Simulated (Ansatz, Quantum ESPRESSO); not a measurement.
# Complex bands of SiC, zinc blende type, lattice constant set to 4.142 Å, part 2 of 4

How good a tunnel barrier is SiC, zinc blende type, lattice constant set to 4.142 Å?

Quantum ESPRESSO 7.5; plane-wave DFT, LDA, GBRV ultrasoft pseudopotentials; cross-check by Ansatz 0.2.0 with PAW datasets.

So far. Step 2 (Ground state): The run needed 10 iterations to bring the estimated error under 1e-09 Ry.

## 3. Complex band structure

Level of this step: complex band structure by pwcond; plane-wave DFT, LDA, GBRV ultrasoft pseudopotentials (Quantum ESPRESSO).

ikind = 0 solves one period of the crystal for all kz, real and complex, at each energy and k across. ewind and epsproj trim the two-dimensional plane-wave basis; nz1 sets the subslabs.

Contents of cbs.in:

```
&inputcond
  outdir = './out'
  prefixl = 'scf'
  band_file = 'cbs'
  ikind = 0
  ewind = 4.0
  epsproj = 1e-05
  nz1 = 7
  energy0 = 4.93
  denergy = -0.17
/
4
  0.00000000 0.00000000 1.00000000
  0.50000000 0.00000000 1.00000000
  0.50000000 0.50000000 1.00000000
  0.25000000 0.00000000 1.00000000
42
```

Run with:

```console
> OMP_NUM_THREADS=1 mpirun -n 2 pwcond.x -in cbs.in > cbs.out
```

What it wrote:

```text
[banner, memory and clock lines left out]
Program PWCOND v.7.5 starts

          URL

     ./out/scf.save/

     IMPORTANT: XC functional enforced from input :
     Exchange-correlation= PZ
                           (   1   1   0   0   0   0   0)
     Any further DFT definition will be discarded
     Please, verify this is what you really want

     Reading collected, re-writing distributed wavefunctions

===== INPUT FILE containing the left lead =====

     GEOMETRY:

     lattice parameter (alat)  =       5.5347  a.u.
     the volume                =     239.7711 (a.u.)^3
     the cross section         =      30.6329 (a.u.)^2
     l of the unit cell        =       1.4142 (alat)
     number of atoms/cell      =            4
     number of atomic types    =            2

     crystal axes: (cart. coord. in units of alat)
               a(1) = (  1.0000  0.0000  0.0000 )
               a(2) = (  0.0000  1.0000  0.0000 )
               a(3) = (  0.0000  0.0000  1.4142 )

   Cartesian axes

     site n.     atom                  positions (alat units)
          1        Si     tau(  1)=(  0.0000  0.0000  1.4142  )
          2        C      tau(  2)=(  0.5000  0.0000  0.3536  )
          3        Si     tau(  3)=(  0.5000  0.5000  0.7071  )
          4        C      tau(  4)=(  0.0000  0.5000  1.0607  )

     nr1s                      =           24
     nr2s                      =           24
     nr3s                      =           32
     nr1sx                     =           24
     nr2sx                     =           24
     nr3sx                     =           32
     nr1                       =           25
     nr2                       =           25
     nr3                       =           36
     nr1x                      =           25
     nr2x                      =           25
     nr3x                      =           36

 _______________________________
  Radii of nonlocal spheres:

     type       ibeta     ang. mom.          radius (alat units)
       Si         1         0                    0.3114
       Si         2         0                    0.3114
       Si         3         1                    0.3114
       Si         4         1                    0.3114
       Si         5         2                    0.3114
       Si         6         2                    0.3114
       C          1         0                    0.2380
       C          2         0                    0.2380
       C          3         1                    0.2380
       C          4         1                    0.2380
----- General information -----

----- Complex band structure calculation -----

     nrx                       =           24
     nry                       =           24
     nz1                       =            7

     energy0               =         4.9E+00
     denergy               =        -1.7E-01
     nenergy               =         42
     ecut2d                =         4.0E+01
     ewind                 =         4.0E+00
     epsproj               =         1.0E-05

     number of k_|| points=    4
                       cryst. coord.
        k(    1) = (   0.0000000   0.0000000), wk =   0.2500000
        k(    2) = (   0.5000000   0.0000000), wk =   0.2500000
        k(    3) = (   0.5000000   0.5000000), wk =   0.2500000
        k(    4) = (   0.2500000   0.0000000), wk =   0.2500000
----- Information about left lead -----

     nocros                   =           18
     noins                    =           34
     norb                     =           70
     norbf                    =           70
     nrz                      =           32

      iorb      type   ibeta   ang. mom.   m       position (alat)
        1        1       1        0        1   taunew(   1)=(  0.0000  0.0000  0.0000)
        2        1       2        0        1   taunew(   2)=(  0.0000  0.0000  0.0000)
        3        1       3        1        1   taunew(   3)=(  0.0000  0.0000  0.0000)
        4        1       3        1        2   taunew(   4)=(  0.0000  0.0000  0.0000)
        5        1       3        1        3   taunew(   5)=(  0.0000  0.0000  0.0000)
        6        1       4        1        1   taunew(   6)=(  0.0000  0.0000  0.0000)
        7        1       4        1        2   taunew(   7)=(  0.0000  0.0000  0.0000)
        8        1       4        1        3   taunew(   8)=(  0.0000  0.0000  0.0000)
        9        1       5        2        1   taunew(   9)=(  0.0000  0.0000  0.0000)
       10        1       5        2        2   taunew(  10)=(  0.0000  0.0000  0.0000)
       11        1       5        2        3   taunew(  11)=(  0.0000  0.0000  0.0000)
       12        1       5        2        4   taunew(  12)=(  0.0000  0.0000  0.0000)
       13        1       5        2        5   taunew(  13)=(  0.0000  0.0000  0.0000)
       14        1       6        2        1   taunew(  14)=(  0.0000  0.0000  0.0000)
       15        1       6        2        2   taunew(  15)=(  0.0000  0.0000  0.0000)
       16        1       6        2        3   taunew(  16)=(  0.0000  0.0000  0.0000)
       17        1       6        2        4   taunew(  17)=(  0.0000  0.0000  0.0000)
       18        1       6        2        5   taunew(  18)=(  0.0000  0.0000  0.0000)
       19        2       1        0        1   taunew(  19)=(  0.5000  0.0000  0.3536)
       20        2       2        0        1   taunew(  20)=(  0.5000  0.0000  0.3536)
       21        2       3        1        1   taunew(  21)=(  0.5000  0.0000  0.3536)
       22        2       3        1        2   taunew(  22)=(  0.5000  0.0000  0.3536)
       23        2       3        1        3   taunew(  23)=(  0.5000  0.0000  0.3536)
       24        2       4        1        1   taunew(  24)=(  0.5000  0.0000  0.3536)
       25        2       4        1        2   taunew(  25)=(  0.5000  0.0000  0.3536)
       26        2       4        1        3   taunew(  26)=(  0.5000  0.0000  0.3536)
       27        1       1        0        1   taunew(  27)=(  0.5000  0.5000  0.7071)
       28        1       2        0        1   taunew(  28)=(  0.5000  0.5000  0.7071)
       29        1       3        1        1   taunew(  29)=(  0.5000  0.5000  0.7071)
       30        1       3        1        2   taunew(  30)=(  0.5000  0.5000  0.7071)
       31        1       3        1        3   taunew(  31)=(  0.5000  0.5000  0.7071)
       32        1       4        1        1   taunew(  32)=(  0.5000  0.5000  0.7071)
       33        1       4        1        2   taunew(  33)=(  0.5000  0.5000  0.7071)
       34        1       4        1        3   taunew(  34)=(  0.5000  0.5000  0.7071)
       35        1       5        2        1   taunew(  35)=(  0.5000  0.5000  0.7071)
       36        1       5        2        2   taunew(  36)=(  0.5000  0.5000  0.7071)
       37        1       5        2        3   taunew(  37)=(  0.5000  0.5000  0.7071)
       38        1       5        2        4   taunew(  38)=(  0.5000  0.5000  0.7071)
       39        1       5        2        5   taunew(  39)=(  0.5000  0.5000  0.7071)
       40        1       6        2        1   taunew(  40)=(  0.5000  0.5000  0.7071)
       41        1       6        2        2   taunew(  41)=(  0.5000  0.5000  0.7071)
       42        1       6        2        3   taunew(  42)=(  0.5000  0.5000  0.7071)
       43        1       6        2        4   taunew(  43)=(  0.5000  0.5000  0.7071)
       44        1       6        2        5   taunew(  44)=(  0.5000  0.5000  0.7071)
       45        2       1        0        1   taunew(  45)=(  0.0000  0.5000  1.0607)
       46        2       2        0        1   taunew(  46)=(  0.0000  0.5000  1.0607)
       47        2       3        1        1   taunew(  47)=(  0.0000  0.5000  1.0607)
       48        2       3        1        2   taunew(  48)=(  0.0000  0.5000  1.0607)
       49        2       3        1        3   taunew(  49)=(  0.0000  0.5000  1.0607)
       50        2       4        1        1   taunew(  50)=(  0.0000  0.5000  1.0607)
       51        2       4        1        2   taunew(  51)=(  0.0000  0.5000  1.0607)
       52        2       4        1        3   taunew(  52)=(  0.0000  0.5000  1.0607)
       53        1       1        0        1   taunew(  53)=(  0.0000  0.0000  1.4142)
       54        1       2        0        1   taunew(  54)=(  0.0000  0.0000  1.4142)
       55        1       3        1        1   taunew(  55)=(  0.0000  0.0000  1.4142)
       56        1       3        1        2   taunew(  56)=(  0.0000  0.0000  1.4142)
       57        1       3        1        3   taunew(  57)=(  0.0000  0.0000  1.4142)
       58        1       4        1        1   taunew(  58)=(  0.0000  0.0000  1.4142)
       59        1       4        1        2   taunew(  59)=(  0.0000  0.0000  1.4142)
       60        1       4        1        3   taunew(  60)=(  0.0000  0.0000  1.4142)
       61        1       5        2        1   taunew(  61)=(  0.0000  0.0000  1.4142)
       62        1       5        2        2   taunew(  62)=(  0.0000  0.0000  1.4142)
       63        1       5        2        3   taunew(  63)=(  0.0000  0.0000  1.4142)
       64        1       5        2        4   taunew(  64)=(  0.0000  0.0000  1.4142)
       65        1       5        2        5   taunew(  65)=(  0.0000  0.0000  1.4142)
       66        1       6        2        1   taunew(  66)=(  0.0000  0.0000  1.4142)
       67        1       6        2        2   taunew(  67)=(  0.0000  0.0000  1.4142)
       68        1       6        2        3   taunew(  68)=(  0.0000  0.0000  1.4142)
       69        1       6        2        4   taunew(  69)=(  0.0000  0.0000  1.4142)
       70        1       6        2        5   taunew(  70)=(  0.0000  0.0000  1.4142)
    k slab    z(k)  z(k+1)     crossing(iorb=1,norb)
    1   0.0000 0.0442 0.0442   1111111111111111110000000000000000000000000000000000000000000000000000
    2   0.0442 0.0884 0.0442   1111111111111111110000000000000000000000000000000000000000000000000000
    3   0.0884 0.1326 0.0442   1111111111111111111111111100000000000000000000000000000000000000000000
    4   0.1326 0.1768 0.0442   1111111111111111111111111100000000000000000000000000000000000000000000
    5   0.1768 0.2210 0.0442   1111111111111111111111111100000000000000000000000000000000000000000000
    6   0.2210 0.2652 0.0442   1111111111111111111111111100000000000000000000000000000000000000000000
    7   0.2652 0.3094 0.0442   1111111111111111111111111100000000000000000000000000000000000000000000
    8   0.3094 0.3536 0.0442   1111111111111111111111111100000000000000000000000000000000000000000000
    9   0.3536 0.3977 0.0442   0000000000000000001111111111111111111111111100000000000000000000000000
   10   0.3977 0.4419 0.0442   0000000000000000001111111111111111111111111100000000000000000000000000
   11   0.4419 0.4861 0.0442   0000000000000000001111111111111111111111111100000000000000000000000000
   12   0.4861 0.5303 0.0442   0000000000000000001111111111111111111111111100000000000000000000000000
   13   0.5303 0.5745 0.0442   0000000000000000001111111111111111111111111100000000000000000000000000
   14   0.5745 0.6187 0.0442   0000000000000000001111111111111111111111111100000000000000000000000000
   15   0.6187 0.6629 0.0442   0000000000000000000000000011111111111111111100000000000000000000000000
   16   0.6629 0.7071 0.0442   0000000000000000000000000011111111111111111100000000000000000000000000
   17   0.7071 0.7513 0.0442   0000000000000000000000000011111111111111111100000000000000000000000000
   18   0.7513 0.7955 0.0442   0000000000000000000000000011111111111111111100000000000000000000000000
   19   0.7955 0.8397 0.0442   0000000000000000000000000011111111111111111111111111000000000000000000
   20   0.8397 0.8839 0.0442   0000000000000000000000000011111111111111111111111111000000000000000000
   21   0.8839 0.9281 0.0442   0000000000000000000000000011111111111111111111111111000000000000000000
   22   0.9281 0.9723 0.0442   0000000000000000000000000011111111111111111111111111000000000000000000
   23   0.9723 1.0165 0.0442   0000000000000000000000000011111111111111111111111111000000000000000000
   24   1.0165 1.0607 0.0442   0000000000000000000000000011111111111111111111111111000000000000000000
   25   1.0607 1.1049 0.0442   0000000000000000000000000000000000000000000011111111111111111111111111
   26   1.1049 1.1490 0.0442   0000000000000000000000000000000000000000000011111111111111111111111111
   27   1.1490 1.1932 0.0442   0000000000000000000000000000000000000000000011111111111111111111111111
   28   1.1932 1.2374 0.0442   0000000000000000000000000000000000000000000011111111111111111111111111
   29   1.2374 1.2816 0.0442   0000000000000000000000000000000000000000000011111111111111111111111111
   30   1.2816 1.3258 0.0442   0000000000000000000000000000000000000000000011111111111111111111111111
   31   1.3258 1.3700 0.0442   0000000000000000000000000000000000000000000000000000111111111111111111
   32   1.3700 1.4142 0.0442   0000000000000000000000000000000000000000000000000000111111111111111111
 ngper, shell number =           97          16
 ngper, n2d =           97          80
---  E-Ef =    4.9300000  k =    0.0000000   0.0000000
---  ie =          1  ik =          1
 Nchannels of the left tip =            2
 Right moving states:
   k1(2pi/a)   k2(2pi/a)   E-Ef (eV)
   0.1410768   0.0000000   4.9300000
  -0.4597561  -0.0000000   4.9300000
 Left moving states:
   k1(2pi/a)   k2(2pi/a)   E-Ef (eV)
  -0.1410764   0.0000000   4.9300000
   0.4597555  -0.0000000   4.9300000

---  E-Ef =    4.7600000  k =    0.0000000   0.0000000
---  ie =          2  ik =          1
 Nchannels of the left tip =            1
 Right moving states:
   k1(2pi/a)   k2(2pi/a)   E-Ef (eV)
  -0.4744235  -0.0000000   4.7600000
 Left moving states:
   k1(2pi/a)   k2(2pi/a)   E-Ef (eV)
   0.4744229  -0.0000000   4.7600000
[... further energies and points left out ...]
---  E-Ef =   -1.8700000  k =    0.2500000   0.0000000
---  ie =         41  ik =          4
 Nchannels of the left tip =            2
 Right moving states:
   k1(2pi/a)   k2(2pi/a)   E-Ef (eV)
   0.4453012   0.0000000  -1.8700000
   0.4711616   0.0000000  -1.8700000
 Left moving states:
   k1(2pi/a)   k2(2pi/a)   E-Ef (eV)
  -0.4453024  -0.0000000  -1.8700000
  -0.4711619  -0.0000000  -1.8700000

---  E-Ef =   -2.0400000  k =    0.2500000   0.0000000
---  ie =         42  ik =          4
 Nchannels of the left tip =            2
 Right moving states:
   k1(2pi/a)   k2(2pi/a)   E-Ef (eV)
   0.4003247   0.0000000  -2.0400000
   0.4531561   0.0000000  -2.0400000
 Left moving states:
   k1(2pi/a)   k2(2pi/a)   E-Ef (eV)
  -0.4003259  -0.0000000  -2.0400000
  -0.4531565  -0.0000000  -2.0400000

Note: The following floating-point exceptions are signalling: IEEE_UNDERFLOW_FLAG IEEE_DENORMAL
Note: The following floating-point exceptions are signalling: IEEE_UNDERFLOW_FLAG IEEE_DENORMAL
```

Elapsed: 40 s, on 2 MPI ranks of AMD EPYC 7R13 (Zen 3), shared host; peak memory 0.13 GiB; 79 s of CPU time.

Read from the output:

- peak of the smallest κ at the zone centre: 0.272 Å⁻¹
- energy of the peak at the zone centre: 0.68 eV
- peak of the smallest κ at (1/4, 0): 0.431 Å⁻¹

K across = (0, 0) in the cell's reciprocal vectors; values within 0.0025 1/Å of each other count once, columns are sorted by size at each energy, a dash where no further value was kept. The Im kz of the slowest decaying states by energy, zero at the highest filled level of the SCF mesh:

```csv
energy (eV),decay 1 (Å⁻¹),decay 2 (Å⁻¹),decay 3 (Å⁻¹)
-2.04,0.784,1.37,2.18
-1.70,0.735,1.33,2.16
-1.36,0.684,1.30,2.14
-1.02,0.632,1.27,2.12
-0.68,0.577,1.23,2.10
-0.34,0.518,1.19,2.07
0.00,0.013,0.02,0.026
0.34,0.199,0.224,0.381
0.68,0.272,0.292,0.305
1.02,0.164,0.324,0.36
1.36,0.363,0.4,0.98
1.53,0.379,0.417,0.955
1.87,0.407,0.444,0.905
2.21,0.428,0.464,0.851
2.55,0.444,0.48,0.793
2.89,0.456,0.49,0.73
3.23,0.465,0.497,0.661
3.57,0.47,0.501,0.583
3.91,0.472,0.493,0.501
4.25,0.383,0.47,0.499
4.59,0.224,0.466,0.493
4.93,0.459,0.484,1.70
```

K across = (0, 0) in the cell's reciprocal vectors. The Re kz of states that move upwards by energy, zero at the highest filled level of the SCF mesh:

```
energy (eV)  channel 1 (Å⁻¹)  channel 2 (Å⁻¹)  channel 3 (Å⁻¹)
      -2.04           -0.737           -0.736           -0.563
      -1.70           -0.640           -0.639           -0.504
      -1.36           -0.547           -0.546           -0.442
      -1.02           -0.453           -0.453           -0.375
      -0.68           -0.355           -0.355           -0.299
      -0.34           -0.241           -0.241           -0.206
       0.00                -                -                -
       0.34                -                -                -
       0.68                -                -                -
       1.02                -                -                -
       1.36            0.176                -                -
       1.53            0.244                -                -
       1.87            0.342                -                -
       2.21            0.417                -                -
       2.55            0.481                -                -
       2.89            0.537                -                -
       3.23            0.590                -                -
       3.57            0.639                -                -
       3.91            0.685                -                -
       4.25            0.731                -                -
       4.59           -0.742                -                -
       4.93           -0.697            0.214                -
```

K across = (1/2, 0) in the cell's reciprocal vectors; values within 0.0025 1/Å of each other count once, columns are sorted by size at each energy, a dash where no further value was kept. The Im kz of the slowest decaying states by energy, zero at the highest filled level of the SCF mesh:

```
energy (eV)  decay 1 (Å⁻¹)  decay 2 (Å⁻¹)  decay 3 (Å⁻¹)
      -2.04          0.823           1.50           2.50
      -1.87          0.758           1.49           2.49
      -1.53          0.573           1.45           2.47
      -1.36          0.404          0.407           1.43
      -1.02          0.073           0.28          0.285
      -0.85          0.137          0.477           1.38
      -0.68          0.178          0.572           1.36
      -0.34          0.236          0.675              -
      -0.17          0.259          0.707           1.30
       0.00          0.279          0.732           1.28
       0.17          0.297          0.751           1.26
       0.34          0.313          0.766           1.24
       0.68          0.341          0.786           1.20
       0.85          0.353          0.793           1.18
       1.02          0.364          0.798           1.16
       1.36          0.383          0.803           1.12
       1.53          0.391          0.803           1.09
       1.87          0.405          0.801           1.05
       2.04           0.41          0.798           1.02
       2.21          0.416          0.795          0.999
       2.55          0.424          0.785          0.949
       2.72          0.427          0.779          0.924
       3.06          0.431          0.764          0.871
       3.23          0.432          0.756          0.843
       3.57          0.431          0.738          0.786
       3.74           0.43          0.728          0.756
       3.91          0.428          0.717          0.725
       4.25          0.421           0.66          0.693
       4.42          0.416          0.625           0.68
       4.76          0.403           0.55          0.652
       4.93          0.395          0.509          0.637
```

K across = (1/2, 1/2) in the cell's reciprocal vectors; values within 0.0025 1/Å of each other count once, columns are sorted by size at each energy, a dash where no further value was kept. Table of Im kz of the slowest decaying states by energy, zero at the highest filled level of the SCF mesh:

```csv
energy (eV),decay 1 (Å⁻¹),decay 2 (Å⁻¹),decay 3 (Å⁻¹)
-2.04,0.268,0.335,2.39
-1.87,0.274,0.348,2.38
-1.70,0.277,0.358,2.37
-1.53,0.279,0.368,2.36
-1.36,0.279,0.376,2.35
-1.02,0.276,0.389,2.33
-0.85,0.272,0.394,2.32
-0.68,0.267,0.398,2.31
-0.51,0.26,0.401,2.30
-0.34,0.252,0.404,2.29
-0.17,0.242,0.405,2.28
0.00,0.231,0.406,2.27
0.17,0.218,0.406,2.26
0.34,0.202,0.406,2.25
0.68,0.161,0.403,2.23
0.85,0.132,0.401,2.22
1.02,0.093,0.398,2.21
1.19,0.394,2.20,2.43
1.36,0.39,2.19,2.42
1.53,0.385,2.17,2.42
1.70,0.38,2.16,2.41
1.87,0.373,2.15,2.40
2.04,0.366,2.14,2.39
2.21,0.359,2.13,2.38
2.55,0.341,2.11,2.37
2.72,0.331,2.09,2.36
2.89,0.32,2.08,2.35
3.06,0.309,2.07,2.34
3.23,0.296,2.06,2.34
3.40,0.281,2.05,2.33
3.57,0.265,2.04,2.32
3.74,0.248,2.02,2.31
3.91,0.228,2.01,2.30
4.25,0.18,1.99,2.29
4.42,0.149,1.98,2.28
4.59,0.107,1.96,2.27
4.76,0.021,1.95,2.26
4.93,1.94,2.25,-
```

[end of part 2 of 4]

[Logs are printed without paths, hosts, clocks, repeated set-up lines and the standing remarks that a program may print on its own settings, such as how far it seeks lower states.]

[Hosts, paths, dates, database ids (printed as entryN), source tags and the programs' standing remarks are cut or masked in the printed files.]

[Maps of the electrostatic potential energy from Ansatz leave out the sawtooth potential of an applied field or a dipole correction, so their vacuum need not be flat; planar profiles and work functions include it.]
